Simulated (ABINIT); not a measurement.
# SrSi3 (Pm-3m): zone-centre phonons, part 4 of 4

Which modes does SrSi3 (Pm-3m) have at the zone centre?

ABINIT 10.8.3; DFT LDA, scalar-relativistic, plane waves, PseudoDojo norm-conserving pseudopotentials.

So far. Step 7 (Zone-centre response): The acoustic modes at Γ come out as far as 7.6 cm⁻¹ from zero, where they should vanish, a small numerical error. The lowest optical mode is imaginary, 193i cm⁻¹, an instability at this level and on this k mesh. Step 8 (Modes with the sum rule): The rule moves no optical mode by more than 0.1 cm⁻¹. The relaxed cell has a = 4.223 Å (conventional setting).

The structure was built from a prototype and need not be the compound's stable phase.

### 9. Sum rules set otherwise (asr 0)

Without the rule the raw error of the acoustic modes shows.

The input, anaddb.abi:

```
ddb_filepath "gamma_DDB"
output_file "anaddb.abo"
outdata_prefix "anaddb"
asr 0
chneut 0
enunit 2
eivec 1
nph1l 1
qph1l 0.0 0.0 0.0 1.0
```

The input, mrgddb.in:

```
gamma_DDB
merged
2
dfpt_gammao_DDB
gso_DDB
```

Started as:

```console
$ mrgddb < mrgddb.in > mrgddb.log
$ OMP_NUM_THREADS=1 anaddb anaddb.abi > anaddb.log
```

anaddb.abo, the main output file:

```text
-outvars_anaddb: echo values of input variables ----------------------

 Miscellaneous information :
      enunit         2
       eivec         1
      chneut         0
 First list of wavevector (reduced coord.) :
       nph1l         1
       qph1l
                     0.00000000E+00  0.00000000E+00  0.00000000E+00    1.000E+00

================================================================================

 read the DDB information and perform some checks

  ==== Info on the Cryst% object ====
 Real(R)+Recip(G) space primitive vectors, cartesian coordinates (Bohr,Bohr^-1):
 R(1)=  7.9806543  0.0000000  0.0000000  G(1)=  0.1253030  0.0000000  0.0000000
 R(2)=  0.0000000  7.9806543  0.0000000  G(2)=  0.0000000  0.1253030  0.0000000
 R(3)=  0.0000000  0.0000000  7.9806543  G(3)=  0.0000000  0.0000000  0.1253030
 Unit cell volume ucvol=  5.0829459E+02 bohr^3
 Angles (23,13,12)=  9.00000000E+01  9.00000000E+01  9.00000000E+01 degrees
 Time-reversal symmetry is present
 Reduced atomic positions [iatom, xred, symbol]:
    1)    0.0000000  0.0000000  0.0000000  Sr
    2)    0.0000000  0.5000000  0.5000000  Si
    3)    0.5000000  0.0000000  0.5000000  Si
    4)    0.5000000  0.5000000  0.0000000  Si

 DDB file with 3 blocks has been read.

================================================================================

 Treat the first list of vectors

  Phonon wavevector (reduced coordinates) :  0.00000  0.00000  0.00000
 Phonon energies in Hartree :
  -8.778572E-04 -8.778572E-04 -8.778572E-04 -3.462508E-05 -3.462508E-05
  -3.462508E-05  9.334294E-04  9.334294E-04  9.334294E-04  1.248286E-03
   1.248286E-03  1.248286E-03
 Phonon energies in meV     :
- -2.388771E+01 -2.388771E+01 -2.388771E+01 -9.421964E-01 -9.421964E-01
- -9.421964E-01  2.539991E+01  2.539991E+01  2.539991E+01  3.396758E+01
-  3.396758E+01  3.396758E+01
 Phonon frequencies in cm-1    :
- -1.926674E+02 -1.926674E+02 -1.926674E+02 -7.599326E+00 -7.599326E+00
- -7.599326E+00  2.048641E+02  2.048641E+02  2.048641E+02  2.739670E+02
-  2.739670E+02  2.739670E+02
 Phonon frequencies in Thz     :
- -5.776023E+00 -5.776023E+00 -5.776023E+00 -2.278221E-01 -2.278221E-01
- -2.278221E-01  6.141670E+00  6.141670E+00  6.141670E+00  8.213325E+00
-  8.213325E+00  8.213325E+00
 Phonon energies in Kelvin  :
- -2.772054E+02 -2.772054E+02 -2.772054E+02 -1.093373E+01 -1.093373E+01
- -1.093373E+01  2.947537E+02  2.947537E+02  2.947537E+02  3.941774E+02
-  3.941774E+02  3.941774E+02

 Eigendisplacements
 (will be given, for each mode : in cartesian coordinates
   for each atom the real part of the displacement vector,
   then the imaginary part of the displacement vector - absolute values smaller than 1.0d-7 are set to zero)
  Mode number    1   Energy   -8.778572E-04
 Attention : low frequency mode.
   (Could be unstable or acoustic mode)
-  1  0.00000000E+00  0.00000000E+00  6.19870056E-04
-     0.00000000E+00  0.00000000E+00  0.00000000E+00
-  2  0.00000000E+00  0.00000000E+00  1.04440675E-03
-     0.00000000E+00  0.00000000E+00  0.00000000E+00
-  3  0.00000000E+00  0.00000000E+00  1.04440675E-03
-     0.00000000E+00  0.00000000E+00  0.00000000E+00
-  4  0.00000000E+00  0.00000000E+00 -4.01897897E-03
-     0.00000000E+00  0.00000000E+00  0.00000000E+00
  Mode number    2   Energy   -8.778572E-04
 Attention : low frequency mode.
   (Could be unstable or acoustic mode)
-  1  0.00000000E+00  6.19870056E-04  0.00000000E+00
-     0.00000000E+00  0.00000000E+00  0.00000000E+00
-  2  0.00000000E+00  1.04440675E-03  0.00000000E+00
-     0.00000000E+00  0.00000000E+00  0.00000000E+00
-  3  0.00000000E+00 -4.01897897E-03  0.00000000E+00
-     0.00000000E+00  0.00000000E+00  0.00000000E+00
-  4  0.00000000E+00  1.04440675E-03  0.00000000E+00
-     0.00000000E+00  0.00000000E+00  0.00000000E+00
  Mode number    3   Energy   -8.778572E-04
 Attention : low frequency mode.
   (Could be unstable or acoustic mode)
-  1  6.19870056E-04  0.00000000E+00  0.00000000E+00
-     0.00000000E+00  0.00000000E+00  0.00000000E+00
-  2 -4.01897897E-03  0.00000000E+00  0.00000000E+00
-     0.00000000E+00  0.00000000E+00  0.00000000E+00
-  3  1.04440675E-03  0.00000000E+00  0.00000000E+00
-     0.00000000E+00  0.00000000E+00  0.00000000E+00
-  4  1.04440675E-03  0.00000000E+00  0.00000000E+00
-     0.00000000E+00  0.00000000E+00  0.00000000E+00
  Mode number    4   Energy   -3.462508E-05
 Attention : low frequency mode.
   (Could be unstable or acoustic mode)
-  1  0.00000000E+00  0.00000000E+00  1.78749034E-03
-     0.00000000E+00  0.00000000E+00  0.00000000E+00
-  2  0.00000000E+00  0.00000000E+00  1.78452088E-03
-     0.00000000E+00  0.00000000E+00  0.00000000E+00
-  3  0.00000000E+00  0.00000000E+00  1.78452088E-03
-     0.00000000E+00  0.00000000E+00  0.00000000E+00
-  4  0.00000000E+00  0.00000000E+00  1.78758369E-03
-     0.00000000E+00  0.00000000E+00  0.00000000E+00
  Mode number    5   Energy   -3.462508E-05
 Attention : low frequency mode.
   (Could be unstable or acoustic mode)
-  1  0.00000000E+00 -1.78749034E-03  0.00000000E+00
-     0.00000000E+00  0.00000000E+00  0.00000000E+00
-  2  0.00000000E+00 -1.78452088E-03  0.00000000E+00
-     0.00000000E+00  0.00000000E+00  0.00000000E+00
-  3  0.00000000E+00 -1.78758369E-03  0.00000000E+00
-     0.00000000E+00  0.00000000E+00  0.00000000E+00
-  4  0.00000000E+00 -1.78452088E-03  0.00000000E+00
-     0.00000000E+00  0.00000000E+00  0.00000000E+00
  Mode number    6   Energy   -3.462508E-05
 Attention : low frequency mode.
   (Could be unstable or acoustic mode)
-  1  1.78749034E-03  0.00000000E+00  0.00000000E+00
-     0.00000000E+00  0.00000000E+00  0.00000000E+00
-  2  1.78758369E-03  0.00000000E+00  0.00000000E+00
-     0.00000000E+00  0.00000000E+00  0.00000000E+00
-  3  1.78452088E-03  0.00000000E+00  0.00000000E+00
-     0.00000000E+00  0.00000000E+00  0.00000000E+00
-  4  1.78452088E-03  0.00000000E+00  0.00000000E+00
-     0.00000000E+00  0.00000000E+00  0.00000000E+00
  Mode number    7   Energy    9.334294E-04
-  1  0.00000000E+00  0.00000000E+00  0.00000000E+00
-     0.00000000E+00  0.00000000E+00  0.00000000E+00
-  2  0.00000000E+00  1.15704764E-07 -3.12509966E-03
-     0.00000000E+00  0.00000000E+00  0.00000000E+00
-  3  0.00000000E+00  0.00000000E+00  3.12509966E-03
-     0.00000000E+00  0.00000000E+00  0.00000000E+00
-  4  0.00000000E+00 -1.15704764E-07  0.00000000E+00
-     0.00000000E+00  0.00000000E+00  0.00000000E+00
  Mode number    8   Energy    9.334294E-04
-  1  0.00000000E+00  0.00000000E+00  0.00000000E+00
-     0.00000000E+00  0.00000000E+00  0.00000000E+00
-  2  0.00000000E+00  3.12509966E-03  1.15704984E-07
-     0.00000000E+00  0.00000000E+00  0.00000000E+00
-  3  0.00000000E+00  0.00000000E+00 -1.15704984E-07
-     0.00000000E+00  0.00000000E+00  0.00000000E+00
-  4  0.00000000E+00 -3.12509966E-03  0.00000000E+00
-     0.00000000E+00  0.00000000E+00  0.00000000E+00
  Mode number    9   Energy    9.334294E-04
-  1  0.00000000E+00  0.00000000E+00  0.00000000E+00
-     0.00000000E+00  0.00000000E+00  0.00000000E+00
-  2  0.00000000E+00  0.00000000E+00  0.00000000E+00
-     0.00000000E+00  0.00000000E+00  0.00000000E+00
-  3  3.12509966E-03  0.00000000E+00  0.00000000E+00
-     0.00000000E+00  0.00000000E+00  0.00000000E+00
-  4 -3.12509966E-03  0.00000000E+00  0.00000000E+00
-     0.00000000E+00  0.00000000E+00  0.00000000E+00
  Mode number   10   Energy    1.248286E-03
-  1  0.00000000E+00  0.00000000E+00 -1.63754014E-03
-     0.00000000E+00  0.00000000E+00  0.00000000E+00
-  2  0.00000000E+00  0.00000000E+00  2.34327711E-03
-     0.00000000E+00  0.00000000E+00  0.00000000E+00
-  3  0.00000000E+00  0.00000000E+00  2.34327711E-03
-     0.00000000E+00  0.00000000E+00  0.00000000E+00
-  4  0.00000000E+00  0.00000000E+00  4.29939910E-04
-     0.00000000E+00  0.00000000E+00  0.00000000E+00
  Mode number   11   Energy    1.248286E-03
-  1  0.00000000E+00 -1.63754013E-03  0.00000000E+00
-     0.00000000E+00  0.00000000E+00  0.00000000E+00
-  2  0.00000000E+00  2.34327711E-03  0.00000000E+00
-     0.00000000E+00  0.00000000E+00  0.00000000E+00
-  3  0.00000000E+00  4.29939910E-04  0.00000000E+00
-     0.00000000E+00  0.00000000E+00  0.00000000E+00
-  4  0.00000000E+00  2.34327711E-03  0.00000000E+00
-     0.00000000E+00  0.00000000E+00  0.00000000E+00
  Mode number   12   Energy    1.248286E-03
-  1  1.63754014E-03  0.00000000E+00  0.00000000E+00
-     0.00000000E+00  0.00000000E+00  0.00000000E+00
-  2 -4.29939910E-04  0.00000000E+00  0.00000000E+00
-     0.00000000E+00  0.00000000E+00  0.00000000E+00
-  3 -2.34327711E-03  0.00000000E+00  0.00000000E+00
-     0.00000000E+00  0.00000000E+00  0.00000000E+00
-  4 -2.34327711E-03  0.00000000E+00  0.00000000E+00
-     0.00000000E+00  0.00000000E+00  0.00000000E+00

 Analysis of degeneracies and characters (maximum tolerance=1.00E-06 a.u.)
 For each vibration mode, or group of modes if degenerate,
 the characters are given for each symmetry operation (see the list in the log file).
 Symmetry characters of vibration mode #   1
       degenerate with vibration modes #   2 to    3
  3.0 -3.0 -1.0  1.0 -1.0  1.0 -1.0  1.0  1.0 -1.0 -1.0  1.0  1.0 -1.0 -1.0  1.0
  0.0 -0.0  0.0 -0.0  0.0 -0.0 -0.0  0.0  1.0 -1.0 -1.0  1.0 -1.0  1.0  1.0 -1.0
  0.0 -0.0  0.0 -0.0 -0.0  0.0  0.0 -0.0  1.0 -1.0  1.0 -1.0 -1.0  1.0 -1.0  1.0
 Symmetry characters of vibration mode #   4
       degenerate with vibration modes #   5 to    6
  3.0 -3.0 -1.0  1.0 -1.0  1.0 -1.0  1.0  1.0 -1.0 -1.0  1.0  1.0 -1.0 -1.0  1.0
  0.0 -0.0  0.0 -0.0 -0.0  0.0 -0.0  0.0  1.0 -1.0 -1.0  1.0 -1.0  1.0  1.0 -1.0
  0.0 -0.0 -0.0  0.0 -0.0  0.0  0.0 -0.0  1.0 -1.0  1.0 -1.0 -1.0  1.0 -1.0  1.0
 Symmetry characters of vibration mode #   7
       degenerate with vibration modes #   8 to    9
  3.0 -3.0 -1.0  1.0 -1.0  1.0 -1.0  1.0 -1.0  1.0  1.0 -1.0 -1.0  1.0  1.0 -1.0
 -0.0  0.0  0.0 -0.0  0.0 -0.0  0.0 -0.0 -1.0  1.0  1.0 -1.0  1.0 -1.0 -1.0  1.0
 -0.0  0.0  0.0 -0.0  0.0 -0.0  0.0 -0.0 -1.0  1.0 -1.0  1.0  1.0 -1.0  1.0 -1.0
 Symmetry characters of vibration mode #  10
       degenerate with vibration modes #  11 to   12
  3.0 -3.0 -1.0  1.0 -1.0  1.0 -1.0  1.0  1.0 -1.0 -1.0  1.0  1.0 -1.0 -1.0  1.0
 -0.0  0.0  0.0 -0.0 -0.0  0.0  0.0 -0.0  1.0 -1.0 -1.0  1.0 -1.0  1.0  1.0 -1.0
 -0.0  0.0 -0.0  0.0  0.0 -0.0  0.0 -0.0  1.0 -1.0  1.0 -1.0 -1.0  1.0 -1.0  1.0
-
```

Wall time 0.49 s (1 thread of Arm Neoverse V1, shared host).

Read from the output:

| Property | Result |
| --- | --- |
| highest optical zone-centre mode (no LO-TO term) | 274.0 cm⁻¹ |
| lowest optical zone-centre mode | -192.7 cm⁻¹ |

Zone-centre frequencies as printed; negative means imaginary. Modes:

```tsv
mode	frequency (cm⁻¹)
1	-192.7
2	-192.7
3	-192.7
4	-7.6
5	-7.6
6	-7.6
7	204.9
8	204.9
9	204.9
10	274
11	274
12	274
```

### 10. What came out

* space group after relaxation: Pm-3m
* volume per atom: 18.8 Å³
* highest optical zone-centre mode (no LO-TO term): 274.1 cm⁻¹
* lowest optical zone-centre mode: -192.6 cm⁻¹
* imaginary optical modes at the zone centre (no q mesh in this session): yes

At the LDA level the optical modes of SrSi3 (Pm-3m) at the zone centre run from 193i to 274 cm⁻¹, so the structure is a saddle point, with 3 modes beyond 10i cm⁻¹ there. These are harmonic frequencies: anharmonic shifts and widths and the lattice's thermal expansion are left out. The Fermi-Dirac smearing of 0.01 Ha is an electronic temperature of 3158 K, which adds a pressure of its own and can shift the volume and soft modes. In a metal the frequencies hang on the k mesh and the smearing, most of all near Kohn anomalies. The structure is a hypothetical one, built on a prototype.

[Host names and launcher messages were left out of these logs when they were recorded.]

[Logs are printed without paths, hosts, clocks, repeated set-up lines and the standing remarks that a program may print on its own settings, such as how far it seeks lower states.]

[Hosts, paths, dates, database ids (printed as entryN), source tags and the programs' standing remarks are cut or masked in the printed files.]
